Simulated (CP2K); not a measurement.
Two runs for the N K edge of s-triazine. Run A: CP2K XAS_TDP, all-electron GAPW, PBEh(45%), aug-cc-pVDZ, TDA, no relativity. Run B differs in one setting.

First lines with a strength over 0.0015. A:

```tsv
atom	energy (eV)	states	strength, one atom
N2 (bonded to 2 C), 3 alike	394.93	1	0.0500
	400.67	1	0.0038
	400.70	1	0.0023
	401.71	1	0.0024
	401.91	1	0.0063
```

B:

```tsv
atom	energy (eV)	states	strength, one atom
N2 (bonded to 2 C), 3 alike	399.80	1	0.0577
	406.73	1	0.0031
	406.75	1	0.0051
	407.72	1	0.0133
	408.12	1	0.0059
```

Question: Which was it: GW2X switched on, the basis, scalar relativity switched on, the functional?

The functional (functional from PBEh(45%) to PBEh(60%); the lines alone don't name the new value). A functional moves all lines by electronvolts and changes their spacings and strengths. Against PBEh(45%) in aug-cc-pVDZ, the leading line moves by +4.87 eV, to 399.80 eV; the strength of N2's goes from 0.0500 to 0.0577. The next line of N2 over the strength cut lies 6.93 eV higher, against 5.74.

[Banner, clock and machine lines of the logs are left out without a mark of their own.]

[Logs are printed without paths, hosts, clocks, repeated set-up lines and the standing remarks that a program may print on its own settings, such as how far it seeks lower states.]

[Hosts, paths, dates, database ids (printed as entryN), source tags and the programs' standing remarks are cut or masked in the printed files.]
